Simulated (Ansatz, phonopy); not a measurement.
# How KBr (Fm-3m) expands on warming, part 2 of 3

Aim: the lattice, expansion, heat capacity and bulk modulus of KBr as it warms.

Experimental results on record:
- volume expansion coefficient 116.1 1e-6/K and heat capacity C_P per formula unit 52.3 J/mol/K near room temperature (given in “High-Throughput Prediction of Finite-Temperature Properties using the Quasi-Harmonic Approximation”, 2016, arXiv:1603.06924)
- volume expansion coefficient 117.6 1e-6/K near room temperature (given in “Descriptors for thermal expansion in solids”, 2017, arXiv:1701.03966)

Ansatz 0.2.0; DFT LDA, scalar-relativistic, plane waves, PAW.

So far, principal linear expansion coefficients at 298 K (× 1e-6/K): step 7 (phonons on strained cells, cutoff 550 eV, k-mesh 8×8×8) 38.3. Also isothermal bulk modulus at 298 K (GPa): step 7 16.8.

### Step 9. The quasi-harmonic study, cutoff 487.2 eV, k-mesh 12×12×12

This step: DFT LDA, scalar-relativistic, plane waves, PAW (Ansatz 0.2.0).

File input.yaml:

```yaml
crystal:
  lattice:
    - [0.0, 3.1857844804, 3.1857844804]
    - [3.1857844804, 0.0, 3.1857844804]
    - [3.1857844804, 3.1857844804, 0.0]
  atoms:
    - { symbol: K, position: [0.0, 0.0, 0.0] }
    - { symbol: Br, position: [0.5, 0.5, 0.5] }
kpoints:
  mp_grid: { grid: [12, 12, 12] }
hamiltonian:
  xc: lda
scf:
  occupations: { method: fixed }
output:
  eigenvalues: true
phonons:
  method: dfpt
  qmesh: [4, 4, 4]
  temperatures: { t_max: 500.0, t_step: 25 }
  thermal_expansion: {}
```

Run with:

```sh
ansatz run input.yaml --threads 4 --pin off --max-ram 16384MiB --backend cpu --events-out ev --progress --plain --runs-dir out
```

Run time: 35 min. Hardware: 4 threads of Intel Xeon Platinum 8259CL at 2.50GHz (Skylake/Cascade Lake), shared host; peak memory 3.7 GiB.

This step gave:

```
pressure                                         : 4.11e-4 GPa
C_P at 298 K                                     : 25.8 J/mol-atom/K
principal linear expansion coefficients at 298 K : 38.33, 38.33, 38.33 1e-6/K
```

Strained cells of the study; zero-point energy where phonons were solved; the pressures are stresses at a fixed cutoff and can carry an offset from the finite basis. Expansion cells, by row:

```
cell  |a| (Å)  |b| (Å)  |c| (Å)  V (Å³/atom)  E - E_lowest (meV/atom)  pressure, compression positive (GPa)  gap (eV)  zero-point energy (meV/atom)
   1    4.505    4.505    4.505        32.33                        0                                -0.009     4.321                             -
   2    4.541    4.541    4.541        33.12                    1.139                                -0.466     4.251                             -
   3     4.47     4.47     4.47        31.57                    1.199                                 0.505     4.393                             -
   4    4.506    4.506    4.506        32.34                        0                                -0.016      4.32                         18.38
   5    4.528    4.528    4.528        32.83                    0.468                                -0.307     4.276                          17.9
   6    4.561    4.561    4.561        33.55                     2.69                                -0.692     4.214                         17.21
   7    4.589    4.589    4.589        34.17                    5.915                                -0.985     4.163                         16.64
   8    4.617    4.617    4.617         34.8                     10.3                                 -1.25     4.114                         16.08
   9    4.461    4.461    4.461        31.39                    1.851                                 0.637     4.411                             -
  10    4.483    4.483    4.483        31.86                    0.448                                 0.299     4.365                             -
  11    4.654    4.654    4.654        35.65                    17.65                                -1.558     4.051                             -
```

Quasi-harmonic; a, b, c are the run's own cell vectors. Expansion, by row:

```
T (K)  a (Å)  b (Å)  c (Å)  alpha (deg)  beta (deg)  gamma (deg)  cell volume (Å³/cell)  alpha_a (1e-6/K)  alpha_b (1e-6/K)  alpha_c (1e-6/K)  alpha_V (1e-6/K)  C_P (J/mol-atom/K)  C_V (J/mol-atom/K)  S (J/mol-atom/K)  B_T (GPa)  B_S (GPa)  Grueneisen  extrapolation  fit error (1e-6/K)
    0  4.517  4.517  4.517           60          60           60                  65.18                 0                 0                 0                 0                   0                   0                 0      19.74      19.74           -              0                   0
   25  4.517  4.517  4.517           60          60           60                  65.18              3.49              3.49              3.49             10.48               5.169               5.168             2.163      19.72      19.73       0.785              0                   0
   50  4.518  4.518  4.518           60          60           60                  65.23             15.08             15.08             15.08             45.23               13.78               13.73             8.565      19.58      19.64       1.266              0                0.01
   75  4.521  4.521  4.521           60          60           60                  65.32              22.9              22.9              22.9             68.69               18.68               18.55             15.19      19.35      19.49       1.409              0                0.01
  100  4.523  4.523  4.523           60          60           60                  65.45             27.26             27.26             27.26             81.79               21.23               20.98             20.95      19.09      19.32       1.467              0                0.02
  125  4.527  4.527  4.527           60          60           60                  65.59             29.94             29.94             29.94             89.81               22.67               22.29             25.86      18.81      19.13       1.497              0                0.03
  150   4.53   4.53   4.53           60          60           60                  65.74             31.78             31.78             31.78             95.35               23.57               23.06             30.07      18.53      18.93       1.517              0                0.03
  175  4.534  4.534  4.534           60          60           60                   65.9             33.21             33.21             33.21             99.62               24.18               23.55             33.76      18.24      18.73       1.531              0                0.03
  200  4.538  4.538  4.538           60          60           60                  66.07              34.4              34.4              34.4             103.2               24.64               23.88             37.01      17.95      18.52       1.544              0                0.03
  225  4.542  4.542  4.542           60          60           60                  66.24             35.47             35.47             35.47             106.4                  25                24.1             39.94      17.65      18.31       1.555              0                0.03
  250  4.546  4.546  4.546           60          60           60                  66.42             36.47             36.47             36.47             109.4                25.3               24.26             42.59      17.35      18.09       1.565              0                0.04
  275   4.55   4.55   4.55           60          60           60                  66.61             37.43             37.43             37.43             112.3               25.57               24.39             45.01      17.05      17.88       1.575              0                0.05
298.1  4.554  4.554  4.554           60          60           60                  66.78             38.33             38.33             38.33               115                25.8               24.47             47.09      16.76      17.67       1.584              0                0.06
  300  4.554  4.554  4.554           60          60           60                   66.8              38.4              38.4              38.4             115.2               25.82               24.48             47.25      16.74      17.65       1.584              0                0.06
  325  4.559  4.559  4.559           60          60           60                  66.99             39.37             39.37             39.37             118.1               26.05               24.55             49.32      16.42      17.43       1.594              0                0.07
  350  4.563  4.563  4.563           60          60           60                  67.19             40.37             40.37             40.37             121.1               26.28               24.61             51.26      16.11       17.2       1.604              0                0.08
  375  4.568  4.568  4.568           60          60           60                   67.4              41.4              41.4              41.4             124.2               26.51               24.65             53.08      15.78      16.97       1.614              0                0.08
  400  4.573  4.573  4.573           60          60           60                  67.61             42.47             42.47             42.47             127.4               26.73               24.69              54.8      15.46      16.74       1.624              0                0.08
  425  4.578  4.578  4.578           60          60           60                  67.83             43.59             43.59             43.59             130.8               26.97               24.72             56.43      15.12       16.5       1.634              0                0.08
  450  4.583  4.583  4.583           60          60           60                  68.05             44.77             44.77             44.77             134.3               27.21               24.75             57.98      14.79      16.26       1.645              0                0.06
  475  4.588  4.588  4.588           60          60           60                  68.29             46.02             46.02             46.02             138.1               27.46               24.77             59.45      14.45      16.02       1.656              0                0.06
  500  4.593  4.593  4.593           60          60           60                  68.53             47.35             47.35             47.35             142.1               27.72               24.79             60.87       14.1      15.77       1.667              0                0.12
```

The expansion coefficient by temperature; values in 1e-6/K:

```
temperature (K)  volume  principal 1
              0       0            0
             25    10.5         3.49
             50    45.2         15.1
             75    68.7         22.9
            100    81.8         27.3
            125    89.8         29.9
            150    95.3         31.8
            175    99.6         33.2
            200     103         34.4
            225     106         35.5
            250     109         36.5
            275     112         37.4
            298     115         38.3
            300     115         38.4
            325     118         39.4
            350     121         40.4
            375     124         41.4
            400     127         42.5
            425     131         43.6
            450     134         44.8
            475     138         46.0
            500     142         47.4
```

Changing the k-mesh (8×8×8 → 12×12×12) and the cutoff (550 → 487.2 eV) takes the volume expansion at 298 K from 115 to 115 × 10⁻⁶/K and B_T from 16.8 to 16.8 GPa.

### Step 10. Quasi-harmonic fit by phonopy

This step: DFT LDA, scalar-relativistic, plane waves, PAW (phonopy 4.10.0).

Energy (each curve on its own zero) against volume; values in meV/atom:

```
volume (Å³/atom)  static  F at 0 K  F at 300 K  F at 500 K
          32.343       0      1.13        4.51        7.41
          32.831    0.47      1.12        3.17        4.91
          33.551    2.69      2.66        2.68        2.68
          34.172    5.91      5.32        3.54        2.01
          34.804    10.3      9.14        5.47        2.36
```

Phonopy-qha, vinet fit of F(V) at each temperature. Qha vinet, by row:

```
T (K)  fitted volume (Å³/atom)  alpha_V (1e-6/K)  B_T (GPa)  C_P (J/mol-atom/K)  Grueneisen
   75                    32.66                67      19.35               18.64       1.375
  100                    32.72             80.98      19.09               21.28       1.452
  125                    32.79             89.41      18.81               22.74        1.49
  150                    32.87             95.14      18.53               23.63       1.513
  175                    32.95              99.5      18.25               24.24        1.53
  200                    33.03             103.1      17.95               24.68       1.543
  225                    33.12             106.3      17.66               25.04       1.554
  250                    33.21             109.4      17.36               25.34       1.565
  275                     33.3             112.3      17.05                25.6       1.575
  300                     33.4             115.2      16.74               25.84       1.584
  325                     33.5             118.1      16.43               26.07       1.594
  350                     33.6             121.1      16.11                26.3       1.604
  375                     33.7             124.2      15.79               26.52       1.614
  400                     33.8             127.4      15.46               26.75       1.624
  425                    33.91             130.8      15.13               26.98       1.635
  450                    34.03             134.3      14.79               27.22       1.645
  475                    34.14             138.1      14.45               27.47       1.656
```

The volume expansion coefficient by temperature; values in 1e-6/K:

```
temperature (K)  phonopy-qha, Vinet  Ansatz's own study
             75                  67                68.7
            100                81.0                81.8
            125                89.4                89.8
            150                95.1                95.3
            175                99.5                99.6
            200                 103                 103
            225                 106                 106
            250                 109                 109
            275                 112                 112
            300                 115                 115
            325                 118                 118
            350                 121                 121
            375                 124                 124
            400                 127                 127
            425                 131                 131
            450                 134                 134
            475                 138                 138
```

The fit gives a volume expansion of 115 × 10⁻⁶/K at 300 K, against 115 at 298 K from the study itself, whose static fit uses more cells.

### Step 11. The quasi-harmonic study, cutoff 487.2 eV

The study relaxes the crystal at several strains, solves the phonons on some of them and minimises the free energy at each temperature (static energy, vibrations, the electrons in a metal, and PV under a set pressure); the q-mesh sets how far the force constants reach.

This step: DFT LDA, scalar-relativistic, plane waves, PAW (Ansatz 0.2.0).

Edit input.yaml of step 9 so:

```diff
@@ -9,3 +9,3 @@
 kpoints:
-  mp_grid: { grid: [12, 12, 12] }
+  mp_grid: { grid: [8, 8, 8] }
 hamiltonian:
```

The job ended after 12 min (4 threads; peak memory 1.4 GiB; 45 min of CPU time).

Strained cells of the study; zero-point energy where phonons were solved; the pressures are stresses at a fixed cutoff and can carry an offset from the finite basis. Expansion cells, by row:

```
cell  |a| (Å)  |b| (Å)  |c| (Å)  V (Å³/atom)  E - E_lowest (meV/atom)  pressure, compression positive (GPa)  gap (eV)  zero-point energy (meV/atom)
   1    4.505    4.505    4.505        32.33                        0                                -0.009     4.321                             -
   2    4.541    4.541    4.541        33.12                    1.139                                -0.466     4.251                             -
   3     4.47     4.47     4.47        31.57                    1.198                                 0.505     4.393                             -
   4    4.506    4.506    4.506        32.34                        0                                -0.016      4.32                         18.38
   5    4.528    4.528    4.528        32.83                    0.467                                -0.307     4.276                          17.9
   6    4.561    4.561    4.561        33.55                     2.69                                -0.692     4.214                         17.21
   7    4.589    4.589    4.589        34.17                    5.914                                -0.985     4.163                         16.64
   8    4.617    4.617    4.617         34.8                     10.3                                 -1.25     4.114                         16.08
   9    4.461    4.461    4.461        31.39                     1.85                                 0.637     4.411                             -
  10    4.483    4.483    4.483        31.86                    0.447                                 0.299     4.365                             -
  11    4.654    4.654    4.654        35.65                    17.65                                -1.558     4.051                             -
```

Changing the k-mesh (12×12×12 → 8×8×8) takes the volume expansion at 298 K from 115 to 115 × 10⁻⁶/K and B_T from 16.8 to 16.8 GPa.

[end of part 2 of 3]

[Logs are printed without paths, hosts, clocks, repeated set-up lines and the standing remarks that a program may print on its own settings, such as how far it seeks lower states.]

[Hosts, paths, dates, database ids (printed as entryN), source tags and the programs' standing remarks are cut or masked in the printed files.]

[A step with changed settings may run another functional than the one named; its input shows which.]
